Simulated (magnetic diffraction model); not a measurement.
**Solving a magnetic structure from powder neutron data: YbMg2NbS6**

Space group Pn-3 (no. 201, origin choice 1), a = 9.3770 Å.

```
site  atom       x       y       z
  4c    Yb     1/4     1/4     3/4
  4b    Nb     3/4     3/4     1/4
 24h     S  0.0136  0.7367  0.7711
  6d    Mg       0     1/2     1/2
  2a    Mg       0       0       0
```

The compound is invented for this exercise: a known structure type with other elements, its cell scaled to their sizes and not relaxed.

Only Yb is taken to order (form factors of Yb3+); orders and moment sizes are assumed, and not adapted to the symmetry. Radiation: neutrons of λ = 1.594 Å, 3° to 30°; isotropic B of 0.34 Å² (Yb), 0.43 Å² (Nb), 0.56 Å² (S) and 0.47 Å² (Mg). Simulated constant-wavelength pattern: nuclear and magnetic terms add, the magnetic one as |2.695 fm × Σ f S⊥ exp(2πi Q·r) exp(−B s²)|², summed over all Q at one angle with the factor 1/(sin²θ cos θ). For collinear order S is the moment m, which repeats by lattice and centring translations R with the sign exp(−2πi k·R). Free-ion form factors, Sears's scattering lengths of 1992, no absorption; a label names one of the reflections at its angle. The strongest nuclear line in the range is 100, and lines under 0.2 are left out.

Above the ordering temperature:

```
2θ (°)    index      I
 16.93  (1 1 1)    4.5
 19.57  (2 0 0)   33.0
 27.82  (2 2 0)  100.0
```

Below it (cell unchanged):

| 2θ (°) | I |
| --- | --- |
| 6.89 | 6.5 |
| 11.95 | 7.1 |
| 15.45 | 2.5 |
| 16.93 | 4.5 |
| 18.30 | 4.6 |
| 19.57 | 33.0 |
| 20.77 | 3.2 |
| 23.00 | 1.3 |
| 25.03 | 3.8 |
| 26.92 | 1.8 |
| 27.82 | 100.0 |
| 28.70 | 1.7 |

**Question.** Check that the new lines index with k = (1/2 0 1/2), then choose among these models:
A. collinear moments along [100], 2.9 μB on Yb; signs + at (1/4, 1/4, 3/4), − at (1/4, 3/4, 1/4), − at (3/4, 1/4, 1/4), + at (3/4, 3/4, 3/4)
B. collinear moments along [100], 2.9 μB on Yb; signs + at (1/4, 1/4, 3/4), + at (1/4, 3/4, 1/4), − at (3/4, 1/4, 1/4), − at (3/4, 3/4, 3/4)
C. collinear moments along [010], 2.9 μB on Yb; signs + at (1/4, 1/4, 3/4), − at (1/4, 3/4, 1/4), − at (3/4, 1/4, 1/4), + at (3/4, 3/4, 3/4)
D. collinear moments along [010], 2.9 μB on Yb; signs + at (1/4, 1/4, 3/4), + at (1/4, 3/4, 1/4), − at (3/4, 1/4, 1/4), − at (3/4, 3/4, 3/4)

The new lines index as (1/2 0 1/2) at 6.89°, (1/2 1 1/2) at 11.95°, (3/2 0 1/2) at 15.45° and (3/2 1 1/2) at 18.30°, that is as H ± k with k = (1/2 0 1/2), one of 3 inequivalent arms of its star (k and −k counted as one), which a powder can't tell apart. Half indices mean that the moments reverse under translations with k·R a half-integer, and the magnetic cell has twice the primitive volume.

Magnetic intensity, observed (below minus above) and for each model:

| 2θ (°) | index | observed | A | B | C | D |
| --- | --- | --- | --- | --- | --- | --- |
| 6.89 | (1/2 0 1/2) | 6.5 | 6.5 | 6.5 | 13.1 | 13.1 |
| 11.95 | (1/2 1 1/2) | 7.1 | 7.1 | 7.1 | 2.9 | 2.9 |
| 15.45 | (3/2 0 1/2) | 2.5 | 2.5 | 2.5 | 5.0 | 5.0 |
| 18.30 | (3/2 1 1/2) | 4.6 | 4.6 | 4.6 | 5.1 | 5.1 |
| 20.77 | (3/2 0 3/2) | 3.2 | 3.2 | 3.2 | 1.7 | 1.7 |
| 23.00 | (3/2 1 3/2) | 1.3 | 1.3 | 1.3 | 1.8 | 1.8 |
| 25.03 | (5/2 0 1/2) | 3.8 | 3.8 | 3.8 | 3.2 | 3.2 |
| 26.92 | (5/2 1 1/2) | 1.8 | 1.8 | 1.8 | 2.7 | 2.7 |

Models A and B match alike on every line, so these data can't choose among them (such ties are often domains of one structure).

The structure used: k = (1/2 0 1/2), collinear moments along [100], 2.9 μB on Yb; signs + at (1/4, 1/4, 3/4), − at (1/4, 3/4, 1/4), − at (3/4, 1/4, 1/4), + at (3/4, 3/4, 3/4).

[Logs are printed without paths, hosts, clocks, repeated set-up lines and the standing remarks that a program may print on its own settings, such as how far it seeks lower states.]
